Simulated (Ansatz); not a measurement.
# Phonons of Ru (P6_3/mmc, 2 atoms in the cell) against volume

Wanted: Grüneisen parameters and pressure coefficients of the modes of Ru (P6_3/mmc, 2 atoms in the cell).

Program: Ansatz 0.2.0. Level of theory: DFT LDA, scalar-relativistic, plane waves, PAW; PAW set soft_1. Results are calculated unless marked as measured.

**1. The structure**

It takes space group P6_3/mmc (No. 194, hexagonal). Conventional cell: a = 2.706 Å, b = 2.706 Å, c = 4.282 Å, α = 90.00°, β = 90.00°, γ = 120.00°. Nearest to Ru lie 12 Ru at 2.65 to 2.71 Å.

**2. A rough relaxation first**

A rough relaxation comes first, because large forces or stress need no tight tolerances yet.

File input.yaml:

```yaml
crystal:
  lattice:
    - [2.7058, 0.0, 0.0]
    - [-1.3529, 2.3432915376, 0.0]
    - [0.0, 0.0, 4.2819]
  atoms:
    - { symbol: Ru, position: [0.33333333, 0.66666667, 0.25] }
    - { symbol: Ru, position: [0.66666667, 0.33333333, 0.75] }
kpoints:
  mp_grid: { grid: [9, 9, 6] }
hamiltonian:
  xc: lda
  pseudopotentials: { kind: paw, azcp: { folder: soft_1 }, xc_functional: pbe }
scf:
  occupations: { method: gaussian, width: 0.1 }
output:
  forces: true
  stress: true
  eigenvalues: true
relax:
  adjacent_minimum: "off"
  f_tol: 0.05
  max_steps: 80
  cell: { stress_tol: 0.5 }
```

Launch:

```sh
$ ansatz run input.yaml --threads 4 --pin off --max-ram 10240MiB --backend cpu --events-out ev --progress --plain --runs-dir out
```

Numbers of over 12 decimals in the logs are rounded to 6 here.

Output:

```text
The last accepted step is kept in <dir> (removed where the run ends without a failure and the disk answers)
Engine: ansatz 0.2.0, x86_64-unknown-linux-gnu
Pseudopotentials: kind: paw
Pseudopotential: Ru, paw, valence charge 16, recommended cutoff 420 eV (normal), soft_1/Ru.paw.azcp
Functional definition: SPW92
  exchange = slater_x
  correlation = pw_c
Crystal: 2 atoms, lattice volume = 27.149 Å³
[...]
F+E_penalty+E_count = -11516.68463021 eV   max|allowed force component| = 6.939e-18 eV/Å   (the final SCF, on the basis selected at the relaxed cell)
  cell:  # Å, volume = 26.1680 Å³
    - [2.673130, 0, 0.0]
    - [-1.336565, 2.314999, -1.0629636575850875e-18]
    - [0, -1.942355021737564e-18, 4.228629]
  atoms:
    - { symbol: Ru, position: [0.333333, 0.666667, 0.25] }
    - { symbol: Ru, position: [0.666667, 0.333333, 0.750000] }
[key lines of the parts left out:]
SCF converged after 6 iterations
Free energy (F): -11516.684630 eV
Fermi energy:    24.150430 eV
P = ⅓ Tr σ = -0.0732 GPa (-0.732 kbar)
```

It took 0.9 s on 4 threads of AMD EPYC 9B45 (Zen 5), shared host; peak memory 0.37 GiB.

Relaxation path:

```
step  energy less that of the first step (eV)  largest force component (eV/Å)  pressure (GPa)  volume (Å³)
   1                                   0.0000                          0.0000          -12.48        27.15
   2                                   0.0165                          0.0000           17.87        25.05
   3                                  -0.0410                          0.0000           -1.09        26.25
   4                                  -0.0414                          0.0000           -0.01        26.17
  5*                                  -0.0399                          0.0000           -0.07        26.17
```

Relaxation steps marked * repeat the geometry before them on a plane-wave basis chosen anew for their cell, so energy and pressure can jump there. Relaxation step 2 was tried and not accepted.

Forces are held to the 24 operations that the run works with; a distortion that breaks them can't arise in this run.

```
conventional cell, symmetrised  before  after  change
                         a (Å)   2.706  2.673  -1.2 %
                         b (Å)   2.706  2.673  -1.2 %
                         c (Å)   4.282  4.229  -1.2 %
              volume (Å³/atom)   13.57  13.08  -3.6 %
```

Final coordinates:

```
Ru
1.0
     2.67313    0.00000    0.00000
    -1.33657    2.31500    0.00000
     0.00000    0.00000    4.22863
Ru
2
Direct
  0.33333 0.66667 0.25000
  0.66667 0.33333 0.75000
```

Numbers from this step:

| Item | Value |
| --- | --- |
| pressure | -0.07320 GPa |
| volume per atom | 13.08 Å³ |
| gap on the k-mesh | 0 eV |

In this step the volume went from 13.57 to 13.08 Å³/atom.

**3. Relaxation**

Harmonic phonons are second derivatives at a point where the forces vanish, and they are wanted at zero stress, so atoms and cell are relaxed first.

input.yaml, the sections that differ from step 2:

```yaml
crystal:
  lattice:
    - [2.6731301587, 0.0, 0.0]
    - [-1.3365650793, 2.314998625, 0.0]
    - [0.0, 0.0, 4.2286286076]
  atoms:
    - { symbol: Ru, position: [0.3333333333, 0.6666666667, 0.25] }
    - { symbol: Ru, position: [0.6666666667, 0.3333333333, 0.75] }
kpoints:
  mp_grid: { grid: [18, 18, 10] }
relax:
  adjacent_minimum: "off"
  f_tol: 0.005
  max_steps: 80
  cell: { stress_tol: 0.05 }
# hamiltonian, scf, output: as in step 2
```

Output:

```text
[...]
Crystal: 2 atoms, lattice volume = 26.168 Å³
Basis set: ecut = 420 eV, 537 PW (Γ)
Bands: 20, of which v1, the nominal top of the filled ones, is band 16 counted from 1 (15 counted from 0)
Symmetry: 24 space group operations
[...]
k-points: 222 of 3240
[...]
k-point 221: bands = [... 12 lower, 21.2374, 21.2374, 22.8186, 22.8186, 25.3869, 25.3869, 32.8317, 32.8317]
--- Relaxed structure (3 steps of the walk, 3 accepted, 1 SCFs on fresh bases) ---
[...]
cell:  # Å, volume = 26.1746 Å³
    - [2.674059, -2.8877571319759547e-11, 0]
    - [-1.337029, 2.315803, 0]
    - [0, 0, 4.226761]
  atoms:
    - { symbol: Ru, position: [0.333333, 0.666667, 0.25] }
    - { symbol: Ru, position: [0.666667, 0.333333, 0.750000] }
[key lines of the parts left out:]
SCF converged after 7 iterations
Free energy (F): -11516.666980 eV
Fermi energy:    24.074714 eV
P = ⅓ Tr σ = 0.0024 GPa (0.024 kbar)
```

It took 2.3 s on 4 threads; peak memory 0.46 GiB.

Little changed from the start: no atom moved by 0.005 Å and no cell edge by 0.1 %.

Numbers from this step:

```yaml
pressure: 0.002382 GPa
volume_per_atom: 13.09 Å³
```

In this step the volume went from 13.08 to 13.09 Å³/atom.

**4. Tight relaxation**

Phonons need small forces and stress, so the relaxation is finished with tight tolerances on 18×18×12 k points.

input.yaml, the sections that differ from step 3:

```yaml
crystal:
  lattice:
    - [2.6740588475, 0.0, 0.0]
    - [-1.3370294237, 2.3158028932, 0.0]
    - [0.0, 0.0, 4.2267609833]
  atoms:
    - { symbol: Ru, position: [0.3333333333, 0.6666666667, 0.25] }
    - { symbol: Ru, position: [0.6666666667, 0.3333333333, 0.75] }
kpoints:
  mp_grid: { grid: [18, 18, 12] }
scf:
  occupations: { method: methfessel_paxton, width: 0.2 }
relax:
  adjacent_minimum: "off"
  f_tol: 0.001
  max_steps: 60
  cell: { stress_tol: 0.01 }
# hamiltonian, output: as in step 3
```

Output:

```text
[...]
Crystal: 2 atoms, lattice volume = 26.175 Å³
Basis set: ecut = 420 eV, 537 PW (Γ)
Bands: 20, of which v1, the nominal top of the filled ones, is band 16 counted from 1 (15 counted from 0)
Symmetry: 24 space group operations
[...]
k-points: 259 of 3888
[...]
k-point 258: bands = [... 12 lower, 21.2381, 21.2381, 22.8200, 22.8200, 25.3841, 25.3841, 32.8281, 32.8281]
--- Relaxed structure (3 steps of the walk, 3 accepted, 1 SCFs on fresh bases) ---
[...]
cell:  # Å, volume = 26.1737 Å³
    - [2.674904, -2.8876616759690668e-11, 0]
    - [-1.337452, 2.316535, 0]
    - [0, 0, 4.223950]
  atoms:
    - { symbol: Ru, position: [0.333333, 0.666667, 0.25] }
    - { symbol: Ru, position: [0.666667, 0.333333, 0.750000] }
[key lines of the parts left out:]
SCF converged after 5 iterations
Free energy (F): -11516.664496 eV
Fermi energy:    24.087274 eV
P = ⅓ Tr σ = 0.0021 GPa (0.021 kbar)
```

The job ended after 2.3 s (4 threads; peak memory 0.47 GiB; 8.2 s of CPU time).

Little changed from the start: no atom moved by 0.005 Å and no cell edge by 0.1 %.

Numbers from this step:

```
pressure : 0.002125 GPa
```

The forces vanish by symmetry and the pressure is 0.002 GPa, within the tolerances set. The cell now holds 13.09 Å³/atom.

**5. Modes at rest**

The force constants come from the linear response of the density to a displacement.

The modes at rest are the reference of the series.

input.yaml, the sections that differ from step 4:

```yaml
crystal:
  lattice:
    - [2.6749044234, 0.0, 0.0]
    - [-1.3374522117, 2.3165351834, 0.0]
    - [0.0, 0.0, 4.2239497668]
  atoms:
    - { symbol: Ru, position: [0.3333333333, 0.6666666667, 0.25] }
    - { symbol: Ru, position: [0.6666666667, 0.3333333333, 0.75] }
output:
  eigenvalues: true
phonons:
  method: dfpt
# kpoints, hamiltonian, scf: as in step 4
# relax: removed
```

Output:

```text
zone centre: on kpoints.mp_grid the ground state, and the responses unless they are solved on pairs of k-points, stand on 637 of the mesh's 3888 k-points, reduced under 4 symmetry operations, with k and −k counted as one. Each operation leaves every solved displacement unchanged or reverses it
[...]
Crystal: 2 atoms, lattice volume = 26.174 Å³
Basis set: ecut = 420 eV, 537 PW (Γ), exchange–correlation on 36×36×60 points (8 copies of the dense FFT grid, shifted against one another)
Bands: 20, of which v1, the nominal top of the filled ones, is band 16 counted from 1 (15 counted from 0)
Symmetry: 24 space group operations
k-points: 637 of 3888 (irreducible under 4 space group operations, time reversal used)
[...]
SCF iter   1: F=—  HF=-11518.146640 eV  |F-HF|=—  |Δ(HF+E_count)|=         —  Δρ=1.32e-1  dr2=4.22e0  ethr=3.10e-3  ⟨swp⟩=5.0  Hψ=111913  notcnv=0  defer=73
automatic band count: the SCF goes on with 24 bands, as 20 were too few: they end inside the smearing window of the response
[...]
SCF iter   2: F=—  HF=-11517.121709 eV  |F-HF|=—  |Δ(HF+E_count)|=    1.02e0  S|Δr|=    0.00e0  Δρ=7.38e-2  dr2=1.32e0  ethr=3.10e-3  ⟨swp⟩=2.8  Hψ=29301  notcnv=0  defer=1786
[...]
SCF iter   8: F=-11516.664497 eV  HF=-11516.664497 eV  |F-HF|=0.00e0  |Δ(HF+E_count)|=  7.28e-11  S|Δr|=    0.00e0  Δρ=1.16e-7  dr2=2.33e-12  ethr=1.00e-12  ⟨swp⟩=9.1  Hψ=89227  notcnv=0
SCF 1 converged in 8 iterations: F = -11516.664497 eV  dr2 = 2.33e-12
[...]
DFPT response loops at Γ: preconditioner auto → Kerker (q_TF=auto, 2.821 Å⁻¹) (partly filled bands, converged f_vac=0.000); β = 1.00, the filter's whole step (`scf.mixing.beta` (0.50) is not read by the response loops under this deck's `scf.mixing.preconditioner`; to damp them name `kerker` or `kerker_dos`, under which they read `scf.mixing.beta`, and type it under 1.00, their step now; both keys bind the ground state too); Broyden in place of MSR1
SCF converged after 8 iterations
[...]
Free energy (F): -11516.664497 eV
[...]
Internal energy: -11516.665083 eV  (E = F + TS)
E sigma→0 (E₀):  -11516.664644 eV
Entropy (-TS):   0.000586 eV (0.293 meV/atom)
Fermi energy:    24.087275 eV
Step filling:    the computed levels leave a gap of 0.0000 eV = 0.0 smearing widths at the electron count; against every level under it full and every level over it empty, smearing changes F+E_penalty+E_count by +0.437 meV and its σ→0 estimate by +0.290 meV
[...]
--- Band table (eV; the first three rows and the last of 637) ---
  k-point 0: bands = [... 12 lower, 21.5293, 22.0516, 22.0516, 22.5911, 22.5911, 25.3446, 25.3446, 25.4266, ... 4 higher]
  k-point 1: bands = [... 12 lower, 21.4873, 22.0009, 22.0009, 22.7113, 22.7113, 25.1531, 25.3520, 25.3520, ... 4 higher]
  k-point 2: bands = [... 12 lower, 21.3712, 21.8634, 21.8634, 23.0138, 23.0138, 24.4449, 25.3572, 25.3572, ... 4 higher]
  k-point 636: bands = [... 12 lower, 21.3099, 21.3099, 22.6597, 22.6597, 25.8408, 25.8408, 29.3597, 29.3597, ... 4 higher]
--- Phonons (Γ-DFPT): 2 representative perturbations + reference, on 637 of 3888 k-points (Σ response iterations 6) ---
  k mesh reduced under 4 symmetry operations, with k and −k counted as one. Each operation leaves every solved displacement unchanged or reverses it
  ASR residual: 8.025e-5 → 0.000e0 eV/Å²; symmetrization residual: 4.867e-13 eV/Å²
  ASR residual per site (eV/Å²): 8.02e-5 8.02e-5
  Γ frequencies (cm⁻¹): 0.00 0.00 0.00 211.57 211.57 277.71
  non-analytic LO–TO correction: not included (Born effective charges unavailable; polar crystals: no LO–TO splitting at Γ)
```

The job ended after 9.5 s (4 threads; peak memory 1.3 GiB; 34 s of CPU time).

In the SCF lines HF is the Harris–Foulkes energy and dr2 the Hartree energy of the density residual, in eV; the loop may stop once dr2 is under the threshold and the program's other checks hold. Hψ counts applications of the Hamiltonian.

Numbers from this step:

| Item | Value |
| --- | --- |
| sum-rule residual before enforcement | 8.02e-5 eV/Å² |
| point group | 6/mmm |
| highest optical mode at the zone centre (no LO-TO term) | 277.7 cm⁻¹ |
| lowest optical zone-centre mode | 211.6 cm⁻¹ |

Patterns of degenerate modes are one choice out of their space. Modes at Γ:

```
mode  frequency (cm⁻¹)  symmetry
   1               0.0  acoustic
   2               0.0  acoustic
   3               0.0  acoustic
   4             211.6       E2g
   5             211.6       E2g
   6             277.7       B1g
```

Displacements in mode 5 (211.6 cm⁻¹), the largest set to 1:
```
Ru1  0.00 -1.00  0.00
Ru2  0.00  1.00  0.00
```

Displacements in mode 6 (277.7 cm⁻¹), the largest set to 1:
```
Ru1  0.00  0.00 -1.00
Ru2  0.00  0.00  1.00
```

Before it was imposed, the acoustic sum rule was missed by 8.0e-5 eV/Å². Small misses are needed for a sound result but don't prove that mesh and cutoff are converged. The lowest optical mode is real, 212 cm⁻¹.

**6. Relaxation of a member: 1.06 times the volume at rest**

The cell is set to 1.06 times the volume at rest, and shape and atoms relax at that volume.

input.yaml, the sections that differ from step 5:

```yaml
crystal:
  lattice:
    - [2.7290784589, 0.0, 0.0]
    - [-1.3645392294, 2.3634512744, 0.0]
    - [0.0, 0.0, 4.3013928104]
  atoms:
    - { symbol: Ru, position: [0.3333333333, 0.6666666667, 0.25] }
    - { symbol: Ru, position: [0.6666666667, 0.3333333333, 0.75] }
output:
  forces: true
  stress: true
  eigenvalues: true
relax:
  adjacent_minimum: "off"
  f_tol: 0.001
  max_steps: 60
  cell: { stress_tol: 0.01, fix: [volume] }
# kpoints, hamiltonian, scf: as in step 5
# phonons: removed
```

Output:

```text
[...]
Crystal: 2 atoms, lattice volume = 27.744 Å³
Basis set: ecut = 420 eV, 537 PW (Γ)
Bands: 20, of which v1, the nominal top of the filled ones, is band 16 counted from 1 (15 counted from 0)
Symmetry: 24 space group operations
[...]
k-points: 259 of 3888
[...]
k-point 258: bands = [... 12 lower, 19.7517, 19.7517, 21.2585, 21.2585, 23.5847, 23.5847, 30.6035, 30.6035, ... 4 higher]
--- Relaxed structure (3 steps of the walk, 3 accepted, 1 SCFs on fresh bases) ---
[...]
cell:  # Å, volume = 27.7442 Å³
    - [2.729981, -2.887707129605411e-11, 0]
    - [-1.364991, 2.364233, 0]
    - [0, 0.0, 4.298548]
  atoms:
    - { symbol: Ru, position: [0.333333, 0.666667, 0.250000] }
    - { symbol: Ru, position: [0.666667, 0.333333, 0.750000] }
[key lines of the parts left out:]
SCF converged after 4 iterations
Free energy (F): -11516.568156 eV
Fermi energy:    22.404506 eV
P = ⅓ Tr σ = -18.5734 GPa (-185.734 kbar)
```

Run time: 2.6 s. Hardware: 4 threads; peak memory 0.51 GiB.

Little changed from the start: no atom moved by 0.005 Å and no cell edge by 0.1 %.

Numbers from this step:

```
pressure        : -18.57 GPa
volume per atom : 13.87 Å³
```

The forces vanish by symmetry, at a pressure of -18.57 GPa.

**7. Zone-centre modes of the member: 1.06 times the volume at rest**

The zone-centre modes follow for 1.06 times the volume at rest.

input.yaml, the sections that differ from step 6:

```yaml
crystal:
  lattice:
    - [2.7299813243, 0.0, 0.0]
    - [-1.3649906621, 2.3642331787, 0.0]
    - [0.0, 0.0, 4.2985481489]
  atoms:
    - { symbol: Ru, position: [0.3333333333, 0.6666666667, 0.25] }
    - { symbol: Ru, position: [0.6666666667, 0.3333333333, 0.75] }
output:
  eigenvalues: true
phonons:
  method: dfpt
# kpoints, hamiltonian, scf: as in step 6
# relax: removed
```

Output:

```text
[...]
Crystal: 2 atoms, lattice volume = 27.744 Å³
Basis set: ecut = 420 eV, 537 PW (Γ), exchange–correlation on 40×40×60 points (8 copies of the dense FFT grid, shifted against one another)
Bands: 20, of which v1, the nominal top of the filled ones, is band 16 counted from 1 (15 counted from 0)
Symmetry: 24 space group operations
k-points: 637 of 3888 (irreducible under 4 space group operations, time reversal used)
[...]
SCF iter   1: F=—  HF=-11518.150626 eV  |F-HF|=—  |Δ(HF+E_count)|=         —  Δρ=1.31e-1  dr2=4.63e0  ethr=3.10e-3  ⟨swp⟩=5.0  Hψ=111246  notcnv=0  defer=49
[...]
SCF iter   9: F=-11516.568157 eV  HF=-11516.568157 eV  |F-HF|=0.00e0  |Δ(HF+E_count)|=  3.64e-12  S|Δr|=    0.00e0  Δρ=2.04e-8  dr2=7.65e-14  ethr=1.00e-12  ⟨swp⟩=10.0  Hψ=72749  notcnv=0
SCF 1 converged in 9 iterations: F = -11516.568157 eV  dr2 = 7.65e-14
[...]
SCF converged after 9 iterations
[...]
Free energy (F): -11516.568157 eV
[...]
Internal energy: -11516.568510 eV  (E = F + TS)
E sigma→0 (E₀):  -11516.568245 eV
Entropy (-TS):   0.000353 eV (0.177 meV/atom)
Fermi energy:    22.404506 eV
[...]
--- Band table (eV; the first three rows and the last of 637) ---
  k-point 0: bands = [... 12 lower, 20.0870, 20.5429, 20.5429, 21.0117, 21.0117, 23.5584, 23.5584, 23.7075, ... 4 higher]
  k-point 1: bands = [... 12 lower, 20.0479, 20.4959, 20.4959, 21.1246, 21.1246, 23.4365, 23.5643, 23.5643, ... 4 higher]
  k-point 2: bands = [... 12 lower, 19.9396, 20.3683, 20.3683, 21.4068, 21.4068, 22.7460, 23.5667, 23.5667, ... 4 higher]
  k-point 636: bands = [... 12 lower, 19.8274, 19.8274, 21.1031, 21.1031, 23.9940, 23.9940, 27.3034, 27.3034, ... 4 higher]
[...]
ASR residual: 1.238e-5 → 0.000e0 eV/Å²; symmetrization residual: 8.898e-10 eV/Å²
  ASR residual per site (eV/Å²): 1.24e-5 1.24e-5
  Γ frequencies (cm⁻¹): 0.00 0.00 0.00 193.98 193.98 235.56
[...]
```

It took 9.8 s on 4 threads; peak memory 1.3 GiB; 35 s of CPU time.

Numbers from this step:

```
sum-rule residual before enforcement                    : 1.24e-5 eV/Å²
highest optical mode at the zone centre (no LO-TO term) : 235.6 cm⁻¹
lowest optical zone-centre mode                         : 194.0 cm⁻¹
```

Patterns of degenerate modes are one choice out of their space. Modes at Γ:

```
mode  frequency (cm⁻¹)  symmetry
   1               0.0  acoustic
   2               0.0  acoustic
   3               0.0  acoustic
   4             194.0       E2g
   5             194.0       E2g
   6             235.6       B1g
```

The lowest optical mode is real, 194 cm⁻¹, and the highest lies at 235.6 cm⁻¹.

For the highest optical mode at the zone centre (no LO-TO term), step 5 gave 278 cm⁻¹; this run, with volume ratio 1.06, gives 236 cm⁻¹ (-15 %).

**8. Relaxation of a member: 0.9 times the volume at rest**

The cell is set to 0.9 times the volume at rest, and shape and atoms relax at that volume.

input.yaml, the sections that differ from step 7:

```yaml
crystal:
  lattice:
    - [2.5796804495, 0.0, 0.0]
    - [-1.2898402248, 2.2340688029, 0.0]
    - [0.0, 0.0, 4.0873889582]
  atoms:
    - { symbol: Ru, position: [0.3333333333, 0.6666666667, 0.25] }
    - { symbol: Ru, position: [0.6666666667, 0.3333333333, 0.75] }
output:
  forces: true
  stress: true
  eigenvalues: true
relax:
  adjacent_minimum: "off"
  f_tol: 0.001
  max_steps: 60
  cell: { stress_tol: 0.01, fix: [volume] }
# kpoints, hamiltonian, scf: as in step 7
# phonons: removed
```

Output:

```text
[...]
Crystal: 2 atoms, lattice volume = 23.556 Å³
Basis set: ecut = 420 eV, 463 PW (Γ)
Bands: 20, of which v1, the nominal top of the filled ones, is band 16 counted from 1 (15 counted from 0)
Symmetry: 24 space group operations
[...]
k-points: 259 of 3888
[...]
k-point 258: bands = [... 12 lower, 24.1617, 24.1617, 25.8557, 25.8557, 28.8989, 28.8989, 37.2186, 37.2186]
--- Relaxed structure (3 steps of the walk, 3 accepted, 1 SCFs on fresh bases) ---
[...]
cell:  # Å, volume = 23.5564 Å³
    - [2.579010, 2.8860089227827714e-11, 0]
    - [-1.289505, 2.233488, 0]
    - [0, 0, 4.089515]
  atoms:
    - { symbol: Ru, position: [0.333333, 0.666667, 0.250000] }
    - { symbol: Ru, position: [0.666667, 0.333333, 0.750000] }
[key lines of the parts left out:]
SCF converged after 5 iterations
Free energy (F): -11516.297857 eV
Fermi energy:    27.376219 eV
P = ⅓ Tr σ = 49.6060 GPa (496.060 kbar)
```

Run time: 2.2 s. Hardware: 4 threads; peak memory 0.47 GiB; 7.6 s of CPU time.

Little changed from the start: no atom moved by 0.005 Å and no cell edge by 0.1 %.

This step gave:

| Quantity | Value |
| --- | --- |
| pressure | 49.61 GPa |
| volume per atom | 11.78 Å³ |

The forces vanish by symmetry, at a pressure of 49.61 GPa.

(Part 1 of 2 ends here.)

[Logs are printed without paths, hosts, clocks, repeated set-up lines and the standing remarks that a program may print on its own settings, such as how far it seeks lower states.]

[Hosts, paths, dates, database ids (printed as entryN), source tags and the programs' standing remarks are cut or masked in the printed files.]
